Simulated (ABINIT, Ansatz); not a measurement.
## KCaCl3 (Pm-3m): one start, several treatments of the self-energy

Aim: compare treatments of exchange, screening and correlation for the gap of KCaCl3 (Pm-3m).

Program: ABINIT 10.8.3. Level of theory: PBEsol and many-body steps on it, plane waves. Results are calculated unless marked as measured.

### 1. Set-up

It takes space group Pm-3m (No. 221, cubic). Conventional cell: a = 5.394 Å, b = 5.394 Å, c = 5.394 Å, α = 90.00°, β = 90.00°, γ = 90.00°. Nearest to K lie 12 Cl at 3.81 Å. Nearest to Ca lie 6 Cl at 2.70 Å. Nearest to Cl lie 2 Ca at 2.70 Å and 4 K at 3.81 Å. Farther neighbours and most contacts between anions are not listed.

The cell and positions are those that the Materials Project relaxed with its own functionals (PBE, PBE+U or r2SCAN), kept fixed.

### 2. Empty states on the mesh, 2×2×2 mesh, 300 bands

This step: ABINIT 10.8.3; DFT, PBEsol, plane waves, norm-conserving pseudopotentials.

The sums over transitions need many empty states on a uniform mesh; this step solves for them.

Input file run.abi:

```
acell 3*1.0 Angstrom
rprim 
  5.393523000000 0.000000000000 0.000000000000
  0.000000000000 5.393523000000 0.000000000000
  0.000000000000 0.000000000000 5.393523000000
ntypat 3
znucl 19 20 17
natom 5
typat 1 2 3 3 3
xred 
  0.000000000000 0.000000000000 0.000000000000
  0.500000000000 0.500000000000 0.500000000000
  0.000000000000 0.500000000000 0.500000000000
  0.500000000000 0.000000000000 0.500000000000
  0.500000000000 0.500000000000 0.000000000000
pp_dirpath "pseudos"
pseudos "K.upf, Ca.upf, Cl.upf"
ecut 33
ngkpt 2 2 2
nshiftk 1
shiftk 0 0 0
kptopt 1
chksymbreak 0
iscf -2
irdden 1
istwfk *1
nband 300
nbdbuf 26
tolwfr 1e-09
nstep 60
prtvol 0
indata_prefix "in"
outdata_prefix "out"
tmpdata_prefix "tmp"
```

Launch:

```bash
$ OMP_NUM_THREADS=1 mpirun -n 4 abinit run.abi > log
```

Numbers of over 12 decimals in the logs are rounded to 6 here.

Output:

```text
.Version 10.8.3 of ABINIT. v10.8.2 released Aug 2026.

 Symmetries : space group Pm -3 m (#221); Bravais cP (primitive cubic)
[... echo of the input left out ...]
== DATASET  1 ==================================================================
-   mpi_nproc: 4, omp_nthreads: 1 (-1 if OMP is not activated)

--- !DatasetInfo
iteration_state: {dtset: 1, }
dimensions: {natom: 5, nkpt: 4, mband: 300, nsppol: 1, nspinor: 1, nspden: 1, mpw: 9627, }
cutoff_energies: {ecut:  33.0, pawecutdg:  -1.0, }
[...]
2.87360    2.87762    2.87762    2.88919    2.89514    2.89514    2.89514    2.93506
   2.93506    2.93506    2.94290    2.94290    2.94290    3.01049    3.01178    3.01373
   3.02041    3.02271    3.02733    3.03034
 prteigrs : prtvol=0 or 1, do not print more k-points.

== END DATASET(S) ==============================================================
================================================================================

 -outvars: echo values of variables after computation  --------
            nband         300
             nkpt           4
          spgroup         221
 [... the other variables as echoed above ...]

 Calculation completed.
```

Elapsed: 4 min, on 4 MPI ranks of Arm Neoverse N1, shared host; peak memory 0.55 GiB.

This step gave:

| Property | Result |
| --- | --- |
| gap | 4.647 eV |
| k of the valence top | 0.5, 0.5, 0.5 |
| k of the conduction bottom | 0, 0, 0 |
| least direct gap | 4.936 eV |
| k points computed | 4 |
| lowest point of the top converged band, above the valence top | 74.1369 eV |

On this mesh the gap is 4.647 eV.

The density comes from a self-consistent run that is not shown.

### 3. Screening, 2×2×2 mesh, 123 bands, screening to 114.3 eV

The RPA dielectric matrix is built and inverted for each q.

This step: RPA screening on PBEsol, plane waves, norm-conserving pseudopotentials.

Changes to run.abi since step 2:

```diff
@@ -23,10 +23,11 @@
 chksymbreak 0
-iscf -2
-irdden 1
 istwfk *1
-nband 300
-nbdbuf 26
-tolwfr 1e-09
-nstep 60
-prtvol 0
+occopt 1
+irdwfk 1
+optdriver 3
+nband 123
+ecuteps 4.2
+inclvkb 2
+awtr 1
+symchi 1
 indata_prefix "in"
```

Output:

```text
.Version 10.8.3 of ABINIT. v10.8.2 released Aug 2026.

 Symmetries : space group Pm -3 m (#221); Bravais cP (primitive cubic)
[... echo of the input left out ...]
== DATASET  1 ==================================================================
-   mpi_nproc: 4, omp_nthreads: 1 (-1 if OMP is not activated)

--- !DatasetInfo
iteration_state: {dtset: 1, }
dimensions: {natom: 5, nkpt: 4, mband: 123, nsppol: 1, nspinor: 1, nspden: 1, mpw: 9627, }
cutoff_energies: {ecut:  33.0, pawecutdg:  -1.0, }
electrons: {nelect:   4.00000000E+01, charge:   0.00000000E+00, occopt:   1.00000000E+00, tsmear:   1.00000000E-02, }

 SCREENING: Calculation of the susceptibility and dielectric matrices

 Based on a program developped by R.W. Godby, V. Olevano, G. Onida, and L. Reining.
 Incorporated in ABINIT by V. Olevano, G.-M. Rignanese, and M. Torrent.
.Using double precision arithmetic ; gwpc =  8

[... cell and pseudopotentials left out ...]
--------------------------------------------------------------------------------

 ==== K-mesh for the wavefunctions ====
 Number of points in the irreducible wedge :     4
[... list of points left out ...]
 Together with 48 symmetry operations and time-reversal symmetry
 yields     8 points in the full Brillouin Zone.

 ==== Q-mesh for the screening function ====
 Number of points in the irreducible wedge :     4
[... list of points left out ...]
 Together with 48 symmetry operations and time-reversal symmetry
 yields     8 points in the full Brillouin Zone.

 setmesh: FFT mesh size selected  =    36x   36x   36
          total number of points  =        46656

 vcoul_init : cutoff-mode = AUXILIARY_FUNCTION
 q-points for optical limit:   1
     1)      0.000010    0.000020    0.000030

- screening: taking advantage of time-reversal symmetry
- Maximum band index for partially occupied states nbvw = 20
- Remaining bands to be divided among processors   nbcw = 103
- Number of bands treated by each node ~25

 Number of electrons calculated from density =   40.0000; Expected =   40.0000
 average of density, n =  0.037779
 r_s =    1.8488
 omega_plasma =   18.7490 [eV]

 calculating chi0 at frequencies [eV] :
  1    0.000000E+00    0.000000E+00
  2    0.000000E+00    1.874902E+01

--------------------------------------------------------------------------------
  q-point number  1        q = ( 0.000000, 0.000000, 0.000000) [r.l.u.]
--------------------------------------------------------------------------------
[... chi0 elements left out ...]
 For q-point:  0.000010 0.000020 0.000030
  dielectric constant =   2.5479
  dielectric constant without local fields =   2.9960

  Average fulfillment of the sum rule on Im[epsilon] for q-point    1 :     58.77  [%]
[... wings left out ...]
  q-point number  2        q = ( 0.500000, 0.000000, 0.000000) [r.l.u.]
--------------------------------------------------------------------------------
[... chi0 elements left out ...]
  Average fulfillment of the sum rule on Im[epsilon] for q-point    2 :     65.01  [%]

 [... 2 further q-points ...]
```

It took 49 s on 4 MPI ranks; peak memory 1.2 GiB; 3.2 min of CPU time.

Numbers from this step:

- ε∞ with local fields, on this mesh, along the program's q direction: 2.548
- the same without local fields: 2.996
- plasma frequency: 18.75 eV
- plane waves in the screening matrix: 461

Local fields lower ε∞ by 15 %. On a Γ-centred mesh this coarse the value itself is usually too large, while a short band sum pulls it down.

### 4. G0W0, Godby-Needs plasmon pole

The self-energy is evaluated for the states that the input lists, and the levels follow from it, in one-shot runs by the linearised quasiparticle equation.

This step: G0W0 on PBEsol, plane waves, norm-conserving pseudopotentials.

Changes to run.abi since step 3:

```diff
@@ -26,8 +26,17 @@
 irdwfk 1
-optdriver 3
+optdriver 4
 nband 123
+gwcalctyp 0
+ecutsigx 33
+symsigma 1
+nkptgw 2
+kptgw 
+  0.5000000000 0.5000000000 0.5000000000
+  0.0000000000 0.0000000000 0.0000000000
+bdgw 
+  18 24
+  18 24
 ecuteps 4.2
-inclvkb 2
-awtr 1
-symchi 1
+irdscr 1
+ppmodel 1
 indata_prefix "in"
```

Output:

```text
.Version 10.8.3 of ABINIT. v10.8.2 released Aug 2026.

 Symmetries : space group Pm -3 m (#221); Bravais cP (primitive cubic)
[... echo of the input left out ...]
== DATASET  1 ==================================================================
-   mpi_nproc: 4, omp_nthreads: 1 (-1 if OMP is not activated)

--- !DatasetInfo
iteration_state: {dtset: 1, }
dimensions: {natom: 5, nkpt: 4, mband: 123, nsppol: 1, nspinor: 1, nspden: 1, mpw: 9627, }
cutoff_energies: {ecut:  33.0, pawecutdg:  -1.0, }
electrons: {nelect:   4.00000000E+01, charge:   0.00000000E+00, occopt:   1.00000000E+00, tsmear:   1.00000000E-02, }

 SIGMA: Calculation of the GW corrections

 Based on a program developped by R.W. Godby, V. Olevano, G. Onida, and L. Reining.
 Incorporated in ABINIT by V. Olevano, G.-M. Rignanese, and M. Torrent.
.Using double precision arithmetic ; gwpc =  8

[... cell and pseudopotentials left out ...]
--------------------------------------------------------------------------------

 ==== K-mesh for the wavefunctions ====
 Number of points in the irreducible wedge :     4
[... list of points left out ...]
 Together with 48 symmetry operations and time-reversal symmetry
 yields     8 points in the full Brillouin Zone.

 ==== Q-mesh for screening function ====
 Number of points in the irreducible wedge :     4
[... list of points left out ...]
 Together with 48 symmetry operations and time-reversal symmetry
 yields     8 points in the full Brillouin Zone.

 vcoul_init : cutoff-mode = AUXILIARY_FUNCTION
 q-points for optical limit:   1
     1)      0.000010    0.000020    0.000030
 setmesh: FFT mesh size selected  =    54x   54x   54
          total number of points  =       157464

 Number of electrons calculated from density =   40.0000; Expected =   40.0000
 average of density, n =  0.037779
 r_s =    1.8488
 omega_plasma =   18.7490 [eV]

 === KS Band Gaps ===
  >>>> For spin  1
   Minimum direct gap =   4.9356 [eV], located at k-point      :   0.0000  0.0000  0.0000
   Fundamental gap    =   4.6466 [eV], Top of valence bands at :   0.5000  0.5000  0.5000
                                       Bottom of conduction at :   0.0000  0.0000  0.0000
 SIGMA fundamental parameters:
 PLASMON POLE MODEL  1
 number of plane-waves for SigmaX                 9627
 number of plane-waves for SigmaC and W            461
 number of plane-waves for wavefunctions          9627
 number of bands                                   123
 number of independent spin polarizations            1
 number of spinorial components                      1
 number of k-points in IBZ                           4
 number of q-points in IBZ                           4
 number of symmetry operations                      48
 number of k-points in BZ                            8
 number of q-points in BZ                            8
 number of frequencies for dSigma/dE                 9
 frequency step for dSigma/dE [eV]                0.25
 number of omega for Sigma on real axis              0
 max omega for Sigma on real axis  [eV]           0.00
 zcut for avoiding poles [eV]                     0.10

 EPSILON^-1 parameters (SCR file):
 dimension of the eps^-1 matrix on file            461
 dimension of the eps^-1 matrix used               461
 number of plane-waves for wavefunctions          9627
 number of bands                                   123
 number of q-points in IBZ                           4
 number of frequencies                               2
 number of real frequencies                          1
 number of imag frequencies                          1

 matrix elements of self-energy operator (all in [eV])

 Perturbative Calculation

--- !SelfEnergy_ee
iteration_state: {dtset: 1, }
kpoint     : [   0.500,    0.500,    0.500, ]
spin       : 1
KS_gap     :    6.260
QP_gap     :    8.830
Delta_QP_KS:    2.569
data: !SigmaeeData |
     Band     E0 <VxcDFT>   SigX SigC(E0)      Z dSigC/dE  Sig(E)    E-E0       E
       18  -0.113 -14.235 -18.503   2.467   0.805  -0.242 -15.686  -1.451  -1.564
       19  -0.113 -14.235 -18.503   2.467   0.805  -0.242 -15.686  -1.451  -1.564
       20  -0.113 -14.235 -18.503   2.467   0.805  -0.242 -15.686  -1.451  -1.564
       21   6.148  -6.512  -2.560  -2.668   0.871  -0.148  -5.393   1.118   7.266
       22   7.151  -8.334  -3.719  -2.735   0.862  -0.160  -6.713   1.621   8.772
       23   7.151  -8.334  -3.719  -2.735   0.862  -0.160  -6.713   1.621   8.772
[...]
--- !SelfEnergy_ee
iteration_state: {dtset: 1, }
kpoint     : [   0.000,    0.000,    0.000, ]
spin       : 1
KS_gap     :    4.936
QP_gap     :    7.371
Delta_QP_KS:    2.435
data: !SigmaeeData |
     Band     E0 <VxcDFT>   SigX SigC(E0)      Z dSigC/dE  Sig(E)    E-E0       E
[...]
22   5.431 -11.616  -5.726  -3.042   0.843  -0.187  -9.216   2.399   7.830
       23   5.431 -11.616  -5.726  -3.042   0.843  -0.187  -9.216   2.399   7.830
       24   5.431 -11.616  -5.726  -3.042   0.843  -0.187  -9.216   2.399   7.830

== END DATASET(S) ==============================================================
================================================================================

 -outvars: echo values of variables after computation  --------
           etotal      0.0000000000E+00
            nband         123
             nkpt           4
          spgroup         221
 [... the other variables as echoed above ...]

 Calculation completed.
```

Elapsed: 37 s, on 4 MPI ranks; peak memory 1.3 GiB.

Numbers from this step:

```yaml
g0w0_gap_on_the_points_computed: 7.069 eV
starting_gap_on_the_mesh: 4.647 eV
k_of_the_valence_top: 0.5, 0.5, 0.5
k_of_the_conduction_bottom: 0, 0, 0
z_at_the_valence_top: 0.805
z_at_the_conduction_bottom: 0.869
least_direct_g0w0_gap_on_the_computed_points: 7.37 eV
```

The gap on the mesh goes from 4.65 eV to 7.07 eV, a correction of +2.42 eV.

### 5. G0W0, Hybertsen-Louie plasmon pole

Changes to run.abi since step 4:

```diff
@@ -40,3 +40,3 @@
 irdscr 1
-ppmodel 1
+ppmodel 2
 indata_prefix "in"
```

Output:

```text
.Version 10.8.3 of ABINIT. v10.8.2 released Aug 2026.

 Symmetries : space group Pm -3 m (#221); Bravais cP (primitive cubic)
[... echo of the input left out ...]
== DATASET  1 ==================================================================
-   mpi_nproc: 4, omp_nthreads: 1 (-1 if OMP is not activated)

--- !DatasetInfo
iteration_state: {dtset: 1, }
dimensions: {natom: 5, nkpt: 4, mband: 123, nsppol: 1, nspinor: 1, nspden: 1, mpw: 9627, }
cutoff_energies: {ecut:  33.0, pawecutdg:  -1.0, }
electrons: {nelect:   4.00000000E+01, charge:   0.00000000E+00, occopt:   1.00000000E+00, tsmear:   1.00000000E-02, }

 SIGMA: Calculation of the GW corrections

 Based on a program developped by R.W. Godby, V. Olevano, G. Onida, and L. Reining.
 Incorporated in ABINIT by V. Olevano, G.-M. Rignanese, and M. Torrent.
.Using double precision arithmetic ; gwpc =  8

[... cell and pseudopotentials left out ...]
--------------------------------------------------------------------------------

 ==== K-mesh for the wavefunctions ====
 Number of points in the irreducible wedge :     4
[... list of points left out ...]
 Together with 48 symmetry operations and time-reversal symmetry
 yields     8 points in the full Brillouin Zone.

 ==== Q-mesh for screening function ====
 Number of points in the irreducible wedge :     4
[... list of points left out ...]
 Together with 48 symmetry operations and time-reversal symmetry
 yields     8 points in the full Brillouin Zone.

 vcoul_init : cutoff-mode = AUXILIARY_FUNCTION
 q-points for optical limit:   1
     1)      0.000010    0.000020    0.000030
 setmesh: FFT mesh size selected  =    54x   54x   54
          total number of points  =       157464

 Number of electrons calculated from density =   40.0000; Expected =   40.0000
[...]
number of omega for Sigma on real axis              0
 max omega for Sigma on real axis  [eV]           0.00
 zcut for avoiding poles [eV]                     0.10

 EPSILON^-1 parameters (SCR file):
 dimension of the eps^-1 matrix on file            461
 dimension of the eps^-1 matrix used               461
 number of plane-waves for wavefunctions          9627
 number of bands                                   123
 number of q-points in IBZ                           4
 number of frequencies                               2
 number of real frequencies                          1
 number of imag frequencies                          1

 matrix elements of self-energy operator (all in [eV])

 Perturbative Calculation

--- !SelfEnergy_ee
iteration_state: {dtset: 1, }
kpoint     : [   0.500,    0.500,    0.500, ]
spin       : 1
KS_gap     :    6.260
QP_gap     :    9.018
Delta_QP_KS:    2.758
data: !SigmaeeData |
     Band     E0 <VxcDFT>   SigX SigC(E0)      Z dSigC/dE  Sig(E)    E-E0       E
       18  -0.113 -14.235 -18.503   2.266   0.852  -0.174 -15.940  -1.705  -1.818
       19  -0.113 -14.235 -18.503   2.266   0.852  -0.174 -15.940  -1.705  -1.818
       20  -0.113 -14.235 -18.503   2.266   0.852  -0.174 -15.940  -1.705  -1.818
[...]
--- !SelfEnergy_ee
iteration_state: {dtset: 1, }
kpoint     : [   0.000,    0.000,    0.000, ]
spin       : 1
KS_gap     :    4.936
QP_gap     :    7.533
Delta_QP_KS:    2.597
data: !SigmaeeData |
     Band     E0 <VxcDFT>   SigX SigC(E0)      Z dSigC/dE  Sig(E)    E-E0       E
[...]
23   5.431 -11.616  -5.726  -3.131   0.881  -0.135  -9.185   2.431   7.861
       24   5.431 -11.616  -5.726  -3.131   0.881  -0.135  -9.185   2.431   7.861

== END DATASET(S) ==============================================================
================================================================================

 -outvars: echo values of variables after computation  --------
           etotal      0.0000000000E+00
            nband         123
             nkpt           4
          spgroup         221
 [... the other variables as echoed above ...]

 Calculation completed.
```

Wall time 36 s (4 MPI ranks); peak memory 1.3 GiB; 2.4 min of CPU time.

This step gave:

| Item | Value |
| --- | --- |
| G0W0 gap on the points computed | 7.232 eV |
| starting gap on the mesh | 4.647 eV |
| k of the valence top | 0.5, 0.5, 0.5 |
| k of the conduction bottom | 0, 0, 0 |
| Z at the valence top | 0.852 |
| Z at the conduction bottom | 0.897 |
| least direct G0W0 gap on the computed points | 7.533 eV |

Against G0W0 in ABINIT (2×2×2 mesh, 123 bands, screening to 114.3 eV, Godby-Needs plasmon pole), the gap moves by +0.163 eV.

### 6. G0W0, von der Linden-Horsch plasmon pole

Changes to run.abi since step 5:

```diff
@@ -40,3 +40,3 @@
 irdscr 1
-ppmodel 2
+ppmodel 3
 indata_prefix "in"
```

Output:

```text
.Version 10.8.3 of ABINIT. v10.8.2 released Aug 2026.

 Symmetries : space group Pm -3 m (#221); Bravais cP (primitive cubic)
[... echo of the input left out ...]
== DATASET  1 ==================================================================
-   mpi_nproc: 4, omp_nthreads: 1 (-1 if OMP is not activated)

--- !DatasetInfo
iteration_state: {dtset: 1, }
dimensions: {natom: 5, nkpt: 4, mband: 123, nsppol: 1, nspinor: 1, nspden: 1, mpw: 9627, }
cutoff_energies: {ecut:  33.0, pawecutdg:  -1.0, }
[...]
Band     E0 <VxcDFT>   SigX SigC(E0)      Z dSigC/dE  Sig(E)    E-E0       E
[...]
23   5.431 -11.616  -5.726  -3.232   0.900  -0.111  -9.223   2.392   7.823
       24   5.431 -11.616  -5.726  -3.232   0.900  -0.111  -9.223   2.392   7.823

== END DATASET(S) ==============================================================
================================================================================

 -outvars: echo values of variables after computation  --------
           etotal      0.0000000000E+00
            nband         123
             nkpt           4
          spgroup         221
 [... the other variables as echoed above ...]

 Calculation completed.
```

The job ended after 19 s (4 MPI ranks; peak memory 1.1 GiB; 75 s of CPU time).

This step gave:

```
G0W0 gap on the points computed              : 7.213 eV
starting gap on the mesh                     : 4.647 eV
k of the valence top                         : 0.5, 0.5, 0.5
k of the conduction bottom                   : 0, 0, 0
least direct G0W0 gap on the computed points : 7.523 eV
```

Against G0W0 in ABINIT (2×2×2 mesh, 123 bands, screening to 114.3 eV, Godby-Needs plasmon pole), the gap moves by +0.144 eV.

(Part 1 of 2 ends here.)

[Paths, hosts, dates, memory and timing lines, banners, echoed tables and standing remarks are left out of the program output.]

[Logs are printed without paths, hosts, clocks, repeated set-up lines and the standing remarks that a program may print on its own settings, such as how far it seeks lower states.]

[Runs of the session that timed out or met a known fault of the program may be left out.]

[Hosts, paths, dates, database ids (printed as entryN), source tags and the programs' standing remarks are cut or masked in the printed files.]

[G0W0 gaps are taken among the corrected bands and points alone; a level outside them can change the order at an edge.]

[Where Ansatz stands beside ABINIT at settings called matched, ABINIT's density can come from a denser mesh and the files from another edition; pairs whose starting gaps differed by over 0.03 eV were left out, so agreement reads better than it is.]
